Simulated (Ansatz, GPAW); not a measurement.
**A 11-layer slab of Li(111): work function by functional and basis**

Wanted: work functions and dipole of a 11-layer slab of Li(111), with the cost of each level.

Method: Ansatz plane waves; slab in vacuum with a dipole correction, relaxation; PAW set soft_1, in the first sound run; inputs show where later runs differ, in GPAW 26.7.0 and Ansatz 0.2.0.

This is a report of a sequence of runs, with most program output left out.

## Step 1: Starting point

The cell holds 11 atoms: 11 Li. Its edges and angles: a = 4.936 Å, b = 4.936 Å, c = 28.075 Å, α = 90.0°, β = 90.0°, γ = 60.0°. Vacuum lies along c.

## Step 2: Relaxation

The atoms are relaxed first, since the surface dipole, and with it the work function, follows the positions of the outer layers. The lowest 5 atoms are held at bulk positions and keep their forces.

input.yaml reads:

```yaml
crystal:
  lattice:
    - [4.9356053327, 0.0, 0.0]
    - [2.4678026663, 4.2743596012, 0.0]
    - [0.0, 0.0, 28.0747621974]
  atoms:
    - { symbol: Li, position: [0.6666666667, 0.6666666667, 0.3205726174] }
    - { symbol: Li, position: [0.0, 0.0, 0.3564580939] }
    - { symbol: Li, position: [0.3333333333, 0.3333333333, 0.3923435704] }
    - { symbol: Li, position: [0.6666666667, 0.6666666667, 0.428229047] }
    - { symbol: Li, position: [0.0, 0.0, 0.4641145235] }
    - { symbol: Li, position: [0.3333333333, 0.3333333333, 0.5] }
    - { symbol: Li, position: [0.6666666667, 0.6666666667, 0.5358854765] }
    - { symbol: Li, position: [0.0, 0.0, 0.571770953] }
    - { symbol: Li, position: [0.3333333333, 0.3333333333, 0.6076564296] }
    - { symbol: Li, position: [0.6666666667, 0.6666666667, 0.6435419061] }
    - { symbol: Li, position: [0.0, 0.0, 0.6794273826] }
kpoints:
  mp_grid: { grid: [8, 8, 1] }
hamiltonian:
  xc: pbe
  pseudopotentials: { kind: paw, azcp: { folder: soft_1 } }
scf:
  occupations: { method: fermi_dirac, width: 0.1 }
efield:
  axis: 3
  dipole_correction: true
  ramp_width: 0.05
relax:
  f_tol: 0.02
  max_steps: 60
  constraints: [{ sites: [0, 1, 2, 3, 4] }]
output:
  write_potential: true
  write_density: true
  volumetric_format: npy
```

Run with:

```bash
ansatz run input.yaml --threads 4 --pin off --max-ram 8192MiB --backend cpu --events-out ev --progress --plain --runs-dir out
```

It took 14 s on 4 threads of Intel Xeon Platinum 8488C (Sapphire Rapids), shared host; peak memory 0.82 GiB; 53 s of CPU time.

The steps of the relaxation:

```tsv
step	energy less that of the first step (eV)	largest force component (eV/Å)
1	0.0000	0.1832
2	-0.0296	0.0440
3	-0.0335	0.0160
```

Forces are held to the 6 operations that the run works with; a distortion that breaks them can't arise in this run.

The atoms that moved most (Å):

```tsv
atom	dx	dy	dz	length
Li10	0.000	0.000	-0.301	0.301
Li11	0.000	0.000	-0.137	0.137
Li7	0.000	0.000	-0.133	0.133
Li9	0.000	0.000	0.036	0.036
Li6	0.000	0.000	0.021	0.021
Li8	0.000	0.000	-0.008	0.008
```

This step gave:

```yaml
free_energy: -2250.2183 eV
smearing_term_ts: 0.1923 eV
symmetry_operations: 6
upper_work_function: 2.817 eV
lower_work_function: 2.866 eV
dipole_along_the_normal: 0.005653 e·Å
dipole_field: 0.001727 V/Å
vacuum_level_above: 1.514 eV
vacuum_level_below: 1.563 eV
```

The electrostatic potential energy of an electron (with the applied field's), less the Fermi level, planar mean oscillates, so the rows of the table below give means over windows of 1 Å about each position, cut where the curve ends. Its maxima inside the range that stand out by 2 % of the span (Å: eV): 9.5: -0.712, 10.5: -0.541, 11.6: -0.505, 12.6: -0.452, 13.5: -0.482, 15.5: 0.0345, 16.5: -0.417, 18.4: -0.196. Its minima: 9.1: -1.00, 9.9: -1.09, 11.0: -0.963, 12.0: -0.940, 13.0: -0.901, 14.2: -1.18, 16.1: -0.743, 17.4: -1.89, 18.9: -0.773.

Table of electrostatic potential energy of an electron (with the applied field's), less the Fermi level, planar mean by z; means over each step:

z (Å), electrostatic potential energy of an electron (with the applied field's), less the Fermi level, planar mean (eV) and a bar from the least value:
```
        0       2.85 ##############################
        1       2.86 ##############################
        2       2.86 ##############################
        3       2.86 ##############################
        4       2.86 ##############################
        5       2.86 ##############################
        6       2.84 ##############################
        7       2.68 #############################
        8       1.84 #######################
        9      -0.57 #####
       10      -0.86 ###
       11      -0.74 ####
       12      -0.70 ####
       13      -0.67 ####
       14      -0.95 ##
       15      -0.72 ####
       16      -0.46 ######
       17      -1.25 
       18      -0.97 ##
       19      -0.25 #######
       20       1.96 #######################
       21       2.67 #############################
       22       2.79 #############################
       23       2.81 ##############################
       24       2.82 ##############################
       25       2.82 ##############################
       26       2.82 ##############################
       27       2.82 ##############################
```

The valence density, planar mean oscillates, so the rows of the table below give means over windows of 1 Å about each position, cut where the curve ends. Its maxima inside the range that stand out by 2 % of the span (Å: e/Å³): 9.1: 0.190, 9.9: 0.206, 11.0: 0.209, 12.0: 0.210, 13.0: 0.213, 14.0: 0.212, 14.9: 0.212, 16.1: 0.210, 17.1: 0.218, 17.7: 0.212, 18.9: 0.188. Its minima: 9.5: 0.0670, 10.5: 0.0747, 11.6: 0.0739, 12.6: 0.0767, 13.6: 0.0752, 14.5: 0.103, 15.5: 0.0611, 16.5: 0.0723, 17.4: 0.165, 18.4: 0.0567.

The valence density, planar mean by z; means over each step:

```tsv
z (Å)	valence density, planar mean (e/Å³)
4	1.3e-5
5	8.7e-5
6	5.5e-4
7	0.00309
8	0.0144
9	0.124
10	0.141
11	0.142
12	0.141
13	0.143
14	0.145
15	0.141
16	0.140
17	0.156
18	0.138
19	0.120
20	0.0121
21	0.00257
22	4.5e-4
23	7.1e-5
24	1.1e-5
```

The relaxation lowered the energy of the cell by 0.0335 eV.

## Step 3: The slab's potential

The work function is the vacuum plateau of the electrostatic potential less the Fermi level; a dipole layer lets the two faces have plateaus of their own.

This step: GPAW, PAW setups; slab in vacuum (GPAW 26.7.0).

run.py reads:

```python
import json
import numpy as np
from ase import Atoms
from gpaw import GPAW, PW

slab = Atoms(
    ['Li', 'Li', 'Li', 'Li', 'Li', 'Li', 'Li', 'Li', 'Li', 'Li', 'Li'],
    positions=[
        [4.93561, 2.84957, 9.00000],
        [0.00000, 0.00000, 10.00748],
        [2.46780, 1.42479, 11.01495],
        [4.93561, 2.84957, 12.02243],
        [0.00000, 0.00000, 13.02990],
        [2.46780, 1.42479, 14.05820],
        [4.93561, 2.84957, 14.91230],
        [-0.00000, -0.00000, 16.04430],
        [2.46780, 1.42479, 17.09532],
        [4.93561, 2.84957, 17.76655],
        [-0.00000, -0.00000, 18.93781]],
    cell=[[4.93561, 0.0, 0.0], [2.4678, 4.27436, 0.0], [0.0, 0.0, 28.07476]],
    pbc=[True, True, False])

slab.calc = GPAW(mode=PW(400), xc='PBE', kpts={'size': (8, 8, 1), 'gamma': True},
                 occupations={'name': 'fermi-dirac', 'width': 0.1}, nbands='300%',
                 convergence={'density': 1e-05}, maxiter=200,
                 poissonsolver={'dipolelayer': 'xy'},
                 symmetry={'tolerance': 1e-3}, txt='slab.txt')
result = {}
energy = slab.get_potential_energy()
fermi = slab.calc.get_fermi_level()
v = slab.calc.get_electrostatic_potential().mean((0, 1)) - fermi
n = slab.calc.get_pseudo_density().mean((0, 1))
L = slab.cell[2, 2]
z = np.arange(len(v)) * L / len(v)
low, high = slab.positions[:, 2].min(), slab.positions[:, 2].max()
below, above = np.interp([low - 6.8, high + 6.8], z, v)
slopes = [np.interp(x, z, np.gradient(v, z)) for x in (low - 6.8, high + 6.8)]
eps = np.array([[slab.calc.get_eigenvalues(k, s) for k in range(len(slab.calc.get_ibz_k_points()))]
                for s in range(slab.calc.get_number_of_spins())]) - fermi
top, bottom = eps[eps < 0].max(), eps[eps > 0].min()
dipole = slab.get_dipole_moment()[2]
print(f'energy {energy:.4f} eV, Fermi level {fermi:.4f} eV, dipole {dipole:.5f} e A')
print(f'potential 6.8 A off the faces, from the Fermi level: lower {below:.4f} eV, upper {above:.4f} eV')
print(f'slope of the potential there: lower {slopes[0]:.5f}, upper {slopes[1]:.5f} eV/A')
print(f'nearest levels on the mesh: {top:.4f} and {bottom:.4f} eV')
print('magnetic moment', round(slab.get_magnetic_moment(), 3))
result.update(energy=energy, fermi=fermi, dipole=dipole, below=below, above=above, slopes=slopes, edges=[top, bottom],
              z=z.tolist(), v=v.tolist(), n=n.tolist(), positions=slab.positions.tolist(),
              forces=slab.get_forces(apply_constraint=False).tolist(), moments=slab.get_magnetic_moments().tolist())
json.dump(result, open('result.json', 'w'))
```

Run with:

```bash
OMP_NUM_THREADS=1 OPENBLAS_NUM_THREADS=1 python run.py
```

Wall time 60 s (1 thread); peak memory 0.3 GiB.

Numbers from this step:

* dipole along the normal: 0.005634 e·Å
* levels nearest the Fermi level on the mesh: -0.01287, 0.03004 eV from the Fermi level
* upper work function: 2.816 eV
* lower work function: 2.862 eV

The electrostatic potential energy of an electron (without an applied field's), less the Fermi level, planar mean oscillates, so the rows of the table below give means over windows of 1 Å about each position, cut where the curve ends. Its maxima inside the range that stand out by 2 % of the span (Å: eV): 9.5: -0.276, 10.5: -0.103, 11.5: -0.0648, 12.6: -0.0156, 13.5: -0.0567, 15.5: 0.319, 16.4: -0.0277, 18.4: 0.0671. Its minima: 9.2: -0.446, 10.0: -0.530, 11.0: -0.406, 12.1: -0.370, 13.0: -0.334, 14.1: -0.630, 16.1: -0.181, 17.4: -1.06, 18.8: -0.209.

The electrostatic potential energy of an electron (without an applied field's), less the Fermi level, planar mean by z; means over each step:

z (Å), electrostatic potential energy of an electron (without an applied field's), less the Fermi level, planar mean (eV) and a bar from the least value:
```
        0       2.85 ##############################
        1       2.86 ##############################
        2       2.86 ##############################
        3       2.86 ##############################
        4       2.86 ##############################
        5       2.86 ##############################
        6       2.83 ##############################
        7       2.68 ############################
        8       1.86 ######################
        9      -0.10 #####
       10      -0.36 ###
       11      -0.24 ####
       12      -0.21 ####
       13      -0.18 ####
       14      -0.42 ##
       15      -0.23 ####
       16       0.00 ######
       17      -0.67 
       18      -0.48 ##
       19       0.18 #######
       20       1.98 ######################
       21       2.67 ############################
       22       2.79 #############################
       23       2.81 ##############################
       24       2.82 ##############################
       25       2.82 ##############################
       26       2.82 ##############################
       27       2.82 ##############################
```

The pseudo valence density, planar mean oscillates, so the rows of the table below give means over windows of 1 Å about each position, cut where the curve ends. Its maxima inside the range that stand out by 2 % of the span (Å: e/Å³): 9.6: 0.0462, 10.6: 0.0520, 11.4: 0.0505, 12.5: 0.0516, 13.5: 0.0528, 14.6: 0.0501, 15.4: 0.0513, 16.6: 0.0538, 17.5: 0.0522, 18.1: 0.0496. Its minima: 10.0: 0.0426, 11.0: 0.0429, 12.1: 0.0423, 13.1: 0.0444, 14.1: 0.0442, 15.0: 0.0430, 16.0: 0.0433, 17.1: 0.0474, 17.9: 0.0472.

The pseudo valence density, planar mean by z; means over each step:

z (Å), pseudo valence density, planar mean (e/Å³) and a bar:
```
        3     0.0000 
        4     0.0000 
        5     0.0001 
        6     0.0006 
        7     0.0031 ##
        8     0.0132 ########
        9     0.0304 ##################
       10     0.0462 ###########################
       11     0.0476 ############################
       12     0.0468 ############################
       13     0.0483 #############################
       14     0.0480 ############################
       15     0.0472 ############################
       16     0.0479 ############################
       17     0.0507 ##############################
       18     0.0484 #############################
       19     0.0284 #################
       20     0.0115 #######
       21     0.0026 ##
       22     0.0005 
       23     0.0001 
       24     0.0000 
       25     0.0000
```

Force by atom:

```tsv
atom	x (eV/Å)	y (eV/Å)	z (eV/Å)	size
Li1	0.000	0.000	0.058	0.058
Li2	0.000	0.000	0.178	0.178
Li3	0.000	0.000	-0.084	0.084
Li4	0.000	0.000	-0.154	0.154
Li5	0.000	0.000	-0.005	0.005
Li6	0.000	0.000	-0.007	0.007
Li7	0.000	0.000	0.016	0.016
Li8	0.000	0.000	-0.010	0.010
Li9	0.000	0.000	0.005	0.005
Li10	0.000	0.000	-0.005	0.005
Li11	0.000	0.000	0.007	0.007
```

The potential is flat to 7.4e-5 eV/Å where it is read, so the vacuum is wide enough. The geometry is the other program's minimum; here the largest force on a free atom is 0.016 eV/Å.

## Step 4: Self-consistent run: xc = "RPBE"

The same geometry under RPBE, to see how far the functional moves the levels against the vacuum.

run.py, as its differences from that of step 3:

```diff
@@ -22,3 +22,3 @@
 
-slab.calc = GPAW(mode=PW(400), xc='PBE', kpts={'size': (8, 8, 1), 'gamma': True},
+slab.calc = GPAW(mode=PW(400), xc='RPBE', kpts={'size': (8, 8, 1), 'gamma': True},
                  occupations={'name': 'fermi-dirac', 'width': 0.1}, nbands='300%',
```

Run time: 57 s. Hardware: 1 thread; peak memory 0.29 GiB.

Numbers from this step:

```yaml
dipole_along_the_normal: 0.005657 e·Å
levels_nearest_the_fermi_level_on_the_mesh: -0.01201, 0.03076 eV from the Fermi level
upper_work_function: 2.769 eV
lower_work_function: 2.815 eV
```

The electrostatic potential energy of an electron (without an applied field's), less the Fermi level, planar mean oscillates, so the rows of the table below give means over windows of 1 Å about each position, cut where the curve ends. Its maxima inside the range that stand out by 2 % of the span (Å: eV): 9.5: -0.319, 10.5: -0.166, 11.5: -0.131, 12.6: -0.0814, 13.5: -0.125, 15.5: 0.254, 16.4: -0.0969, 18.4: 0.0218. Its minima: 9.2: -0.480, 10.0: -0.585, 11.0: -0.472, 12.1: -0.435, 13.0: -0.400, 14.1: -0.699, 16.1: -0.247, 17.4: -1.13, 18.8: -0.242.

Table of electrostatic potential energy of an electron (without an applied field's), less the Fermi level, planar mean by z; means over each step:

z (Å), electrostatic potential energy of an electron (without an applied field's), less the Fermi level, planar mean (eV) and a bar from the least value:
```
        0       2.81 ##############################
        1       2.82 ##############################
        2       2.82 ##############################
        3       2.82 ##############################
        4       2.81 ##############################
        5       2.81 ##############################
        6       2.79 ##############################
        7       2.64 ############################
        8       1.83 ######################
        9      -0.13 #####
       10      -0.41 ###
       11      -0.31 ####
       12      -0.27 ####
       13      -0.25 ####
       14      -0.49 ##
       15      -0.29 ####
       16      -0.06 ######
       17      -0.74 
       18      -0.54 ##
       19       0.14 #######
       20       1.95 #######################
       21       2.62 ############################
       22       2.74 #############################
       23       2.76 ##############################
       24       2.77 ##############################
       25       2.77 ##############################
       26       2.77 ##############################
       27       2.77 ##############################
```

The pseudo valence density, planar mean oscillates, so the rows of the table below give means over windows of 1 Å about each position, cut where the curve ends. Its maxima inside the range that stand out by 2 % of the span (Å: e/Å³): 9.6: 0.0461, 10.6: 0.0519, 11.4: 0.0504, 12.5: 0.0516, 13.5: 0.0527, 14.6: 0.0501, 15.4: 0.0513, 16.6: 0.0537, 17.5: 0.0521, 18.1: 0.0495. Its minima: 10.0: 0.0425, 11.0: 0.0429, 12.1: 0.0424, 13.1: 0.0444, 14.1: 0.0442, 15.0: 0.0430, 16.0: 0.0434, 17.1: 0.0473, 17.9: 0.0471.

Table of pseudo valence density, planar mean by z; means over each step:

z (Å), pseudo valence density, planar mean (e/Å³) and a bar:
```
        3     0.0000 
        4     0.0000 
        5     0.0001 
        6     0.0005 
        7     0.0030 ##
        8     0.0133 ########
        9     0.0305 ##################
       10     0.0461 ###########################
       11     0.0475 ############################
       12     0.0469 ############################
       13     0.0483 #############################
       14     0.0480 ############################
       15     0.0473 ############################
       16     0.0479 ############################
       17     0.0505 ##############################
       18     0.0483 #############################
       19     0.0286 #################
       20     0.0115 #######
       21     0.0025 ##
       22     0.0005 
       23     0.0001 
       24     0.0000 
       25     0.0000
```

Force by atom:

```tsv
atom	x (eV/Å)	y (eV/Å)	z (eV/Å)	size
Li1	0.000	0.000	0.029	0.029
Li2	0.000	0.000	0.154	0.154
Li3	0.000	0.000	-0.096	0.096
Li4	0.000	0.000	-0.155	0.155
Li5	0.000	0.000	-0.006	0.006
Li6	0.000	0.000	-0.006	0.006
Li7	0.000	0.000	0.016	0.016
Li8	0.000	0.000	-0.017	0.017
Li9	0.000	0.000	0.018	0.018
Li10	0.000	0.000	0.022	0.022
Li11	0.000	0.000	0.040	0.040
```

The upper face's work function is 2.769 eV, against 2.816 eV in the first plane-wave PBE run at this geometry.

## Step 5: OptPBE vdW: xc = "optPBE-vdW"

The same geometry under optPBE-vdW, to see how far the functional moves the levels against the vacuum (the van der Waals functionals take revPBE setups).

run.py, as its differences from that of step 4:

```diff
@@ -22,3 +22,3 @@
 
-slab.calc = GPAW(mode=PW(400), xc='RPBE', kpts={'size': (8, 8, 1), 'gamma': True},
+slab.calc = GPAW(mode=PW(400), xc='optPBE-vdW', kpts={'size': (8, 8, 1), 'gamma': True},
                  occupations={'name': 'fermi-dirac', 'width': 0.1}, nbands='300%',
```

Elapsed: 2.4 min, on 1 thread; peak memory 0.68 GiB.

This step gave:

```yaml
dipole_along_the_normal: 0.005175 e·Å
levels_nearest_the_fermi_level_on_the_mesh: -0.01409, 0.03151 eV from the Fermi level
upper_work_function: 2.935 eV
lower_work_function: 2.977 eV
```

The upper face's work function is 2.935 eV, against 2.816 eV in the first plane-wave PBE run at this geometry.

## Step 6: Self-consistent run: xc = "revPBE"

The same geometry under revPBE, to see how far the functional moves the levels against the vacuum.

run.py, as its differences from that of step 5:

```diff
@@ -22,3 +22,3 @@
 
-slab.calc = GPAW(mode=PW(400), xc='optPBE-vdW', kpts={'size': (8, 8, 1), 'gamma': True},
+slab.calc = GPAW(mode=PW(400), xc='revPBE', kpts={'size': (8, 8, 1), 'gamma': True},
                  occupations={'name': 'fermi-dirac', 'width': 0.1}, nbands='300%',
```

It took 63 s on 1 thread; peak memory 0.3 GiB.

Numbers from this step:

```yaml
dipole_along_the_normal: 0.005753 e·Å
levels_nearest_the_fermi_level_on_the_mesh: -0.01197, 0.03115 eV from the Fermi level
upper_work_function: 2.753 eV
lower_work_function: 2.800 eV
```

The upper face's work function is 2.753 eV, against 2.816 eV in the first plane-wave PBE run at this geometry.

(Part 1 of 2 ends here.)

[Logs are printed without paths, hosts, clocks, repeated set-up lines and the standing remarks that a program may print on its own settings, such as how far it seeks lower states.]

[Hosts, paths, dates, database ids (printed as entryN), source tags and the programs' standing remarks are cut or masked in the printed files.]
